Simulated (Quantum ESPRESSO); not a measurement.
# Commensurate spirals of MnSe, part 2 of 2

Aim: the energy of flat spin spirals of MnSe that close within a few cells.

Quantum ESPRESSO 7.5; LDA; plane waves with GBRV 1.5 LDA potentials, no spin-orbit coupling, flat spiral in a supercell.

So far, absolute magnetization (μB): step 2 (parallel moments, one cell) 4.7.

The database entry behind the starting cell is an old determination (1938), so it need not match the best structure at ambient conditions.

## 5. One turn in 4 cells along the input cell's c

Neighbouring cells are turned by 90° in the xy plane; the cell holds 8 atoms.

The input, pw.in:

```
&CONTROL
  calculation = 'scf'
  prefix = 'pwscf'
  outdir = './tmp'
  pseudo_dir = './pseudo'
  disk_io = 'nowf'
/
&SYSTEM
  ibrav = 0
  celldm(1) = 8
  nat = 8
  ntyp = 8
  ecutwfc = 34
  ecutrho = 238
  nbnd = 110
  occupations = 'smearing'
  smearing = 'fd'
  degauss = 0.00734986
  noncolin = .true.
  starting_magnetization(1) = 0.3
  angle1(1) = 90
  angle2(1) = 0
  starting_magnetization(2) = 0.3
  angle1(2) = 90
  angle2(2) = 90
  starting_magnetization(3) = 0.3
  angle1(3) = 90
  angle2(3) = 180
  starting_magnetization(4) = 0.3
  angle1(4) = 90
  angle2(4) = -90
  starting_magnetization(5) = 0
  starting_magnetization(6) = 0
  starting_magnetization(7) = 0
  starting_magnetization(8) = 0
/
&ELECTRONS
  conv_thr = 8d-08
  electron_maxstep = 150
  mixing_beta = 0.3
/
ATOMIC_SPECIES
Mn1    54.9380 mn_lda_v1.5.uspp.F.UPF
Mn2    54.9380 mn_lda_v1.5.uspp.F.UPF
Mn3    54.9380 mn_lda_v1.5.uspp.F.UPF
Mn4    54.9380 mn_lda_v1.5.uspp.F.UPF
Se1    78.9710 se_lda_v1.uspp.F.UPF
Se2    78.9710 se_lda_v1.uspp.F.UPF
Se3    78.9710 se_lda_v1.uspp.F.UPF
Se4    78.9710 se_lda_v1.uspp.F.UPF
CELL_PARAMETERS alat
   0.0000000000000    0.6873878778326    0.6873878778326
   0.6873878778326    0.0000000000000    0.6873878778326
   2.7495515113305    2.7495515113305    0.0000000000000
ATOMIC_POSITIONS crystal
Mn1     0.0000000000    0.0000000000    0.0000000000
Mn2     0.0000000000    0.0000000000    0.2500000000
Mn3     0.0000000000    0.0000000000    0.5000000000
Mn4     0.0000000000    0.0000000000    0.7500000000
Se1     0.2500000000    0.2500000000    0.0625000000
Se2     0.2500000000    0.2500000000    0.3125000000
Se3     0.2500000000    0.2500000000    0.5625000000
Se4     0.2500000000    0.2500000000    0.8125000000
K_POINTS automatic
4 4 3 0 0 0
```

Launch:

```
OMP_NUM_THREADS=1 mpirun -n 4 pw.x -nk 4 -in pw.in > pw.out
```

Output:

```text
     [... lines left out ...]
Program PWSCF v.7.5 starts
     [... lines left out ...]
     number of atoms/cell      =            8
     [... lines left out ...]
     number of electrons       =        84.00
     number of Kohn-Sham states=          110
     kinetic-energy cutoff     =      34.0000  Ry
     charge density cutoff     =     238.0000  Ry
     scf convergence threshold =      8.0E-08
     [... lines left out ...]
     Noncollinear calculation without spin-orbit
     [... lines left out ...]
     No symmetry found
     [... lines left out ...]
     number of k points=    48  Fermi-Dirac smearing, width (Ry)=  0.0073
     [... lines left out ...]
     iteration # 13     ecut=    34.00 Ry     beta= 0.30
     [... lines left out ...]
     atom number    1 relative position :    0.0000   0.0000   0.0000
     [... lines left out ...]
     magnetization :          4.035989   -0.000247    0.000008
     [... lines left out ...]
     atom number    2 relative position :    0.6874   0.6874   0.0000
[...]
magnetization :          0.000284    4.035980   -0.000040
[...]
atom number    3 relative position :    1.3748   1.3748   0.0000
[...]
magnetization :         -4.035996    0.000242    0.000029
[...]
atom number    4 relative position :    2.0622   2.0622   0.0000
[...]
magnetization :         -0.000253   -4.035997    0.000019
     [... lines left out ...]
     atom number    5 relative position :    0.3437   0.3437   0.3437
     [... lines left out ...]
     magnetization :          0.065303    0.020432   -0.000000
     [... lines left out ...]
     atom number    6 relative position :    1.0311   1.0311   0.3437
     [... lines left out ...]
     magnetization :         -0.020430    0.065302   -0.000001
     [... lines left out ...]
     atom number    7 relative position :    1.7185   1.7185   0.3437
     [... lines left out ...]
     magnetization :         -0.065301   -0.020431    0.000001
     [... lines left out ...]
     atom number    8 relative position :    2.4059   2.4059   0.3437
     [... lines left out ...]
     magnetization :          0.020431   -0.065302    0.000000
     [... lines left out ...]
     the Fermi energy is     6.6204 ev
!    total energy              =   -1017.50346058 Ry
     estimated scf accuracy    <       0.00000002 Ry
     smearing contrib. (-TS)   =      -0.00688144 Ry
     [... lines left out ...]
     total magnetization       =     0.00    -0.00     0.00 Bohr mag/cell
     absolute magnetization    =    18.49 Bohr mag/cell
     convergence has been achieved in  13 iterations
```

Elapsed: 6.9 min, on 4 MPI ranks of Arm Neoverse V2, shared host; peak memory 1.8 GiB.

Read from the output:

- smearing term TS: 0.09363 eV
- magnetization: 0, 0, 0 μB
- absolute magnetization: 18.49 μB
- final state: non-collinear
- largest moment: 4.036 μB

## 6. An input with a fault

As a test, an input with a fault in it is run.

The input, pw.in:

```
&CONTROL
  calculation = 'scf'
  prefix = 'pwscf'
  outdir = './tmp'
  pseudo_dir = './pseudo'
  disk_io = 'nowf'
/
&SYSTEM
  ibrav = 0
  nat = 2
  ntyp = 2
  ecutwfc = 34
  ecutrho = 238
  nbnd = 19
  occupations = 'smearing'
  smearing = 'fd'
  nspin = 2
  starting_magnetization(1) = 0.3
  starting_magnetization(2) = 0
/
&ELECTRONS
  conv_thr = 2d-08
  electron_maxstep = 75
  mixing_beta = 0.3
/
ATOMIC_SPECIES
Mn     54.9380 mn_lda_v1.5.uspp.F.UPF
Se     78.9710 se_lda_v1.uspp.F.UPF
CELL_PARAMETERS angstrom
   0.0000000000    2.9100000000    2.9100000000
   2.9100000000    0.0000000000    2.9100000000
   2.9100000000    2.9100000000    0.0000000000
ATOMIC_POSITIONS crystal
Mn      0.0000000000    0.0000000000    0.0000000000
Se      0.2500000000    0.2500000000    0.2500000000
K_POINTS automatic
4 4 4 0 0 0
```

Output:

```text
     [... lines left out ...]
Program PWSCF v.7.5 starts
     Error in routine  set_occupations (1):
      smearing requires a value for gaussian broadening (degauss)
 %%%%%%%%%%%%%%%%%%%%%%%%%%%%%%%%%%%%%%%%%%%%%%%%%%%%%%%%%%%%%%%%%%%%%%%%%%%%%%
     stopping ...
```

Wall time 0.48 s (4 MPI ranks); peak memory 0.05 GiB.

The input was rejected at the start.

The program's message: “set_occupations (1): smearing requires a value for gaussian broadening (degauss)”

The fault put into the input: smearing without a width.

## 7. The spirals together

Spirals:

```csv
q along the reciprocal vector,energy less that at q = 0 (meV a seeded atom),largest site moment (μB),typed angles kept,CPU time (s)
0,0,4.06,yes,107.9
0.25,-95.84,4.036,yes,1654
0.3333,-144.7,4.01,yes,1000
0.5,-192.9,3.983,yes,305
```

The energy less that at q = 0, self-consistent by path:

| path (Å⁻¹) | energy less that at q = 0, self-consistent (meV a seeded atom) |
| --- | --- |
| 0.000 | 0 |
| 0.467 | -95.8 |
| 0.623 | -145 |
| 0.935 | -193 |

## 8. Summary of results

| Property | Result |
| --- | --- |
| lowest point | q = 0.5 along c*, -193 meV a seeded atom |
| highest point | q = 0, 0 meV a seeded atom |

**Reading.** The state at q = 0.5 lies 193 meV a seeded atom under the parallel one, with neighbouring cells opposed. The moment changes by 1.9 % between the spirals. The cell of 4 repeats took 15 times the CPU time of the single cell, though its mesh is shorter in proportion. Here c and c* are vectors of the cell in the input, which need not be the conventional cell, and only this direction was probed. The mesh is coarse, so differences of some ten meV can be noise in a metal. Energies are free energies at an electronic temperature of 1160 K, which lowers moments and differences where the moments are itinerant. The cutoff lies under the 40 Ry that these files are usually run at.

[Logs and program files are shortened in this print: banners, set-up blocks, solver, clock and traceback lines can be left out without a mark of their own.]

[Logs are printed without paths, hosts, clocks, repeated set-up lines and the standing remarks that a program may print on its own settings, such as how far it seeks lower states.]

[Hosts, paths, dates, database ids (printed as entryN), source tags and the programs' standing remarks are cut or masked in the printed files.]

[Where a cell is said to come from a database of computed structures, the database is the Materials Project.]
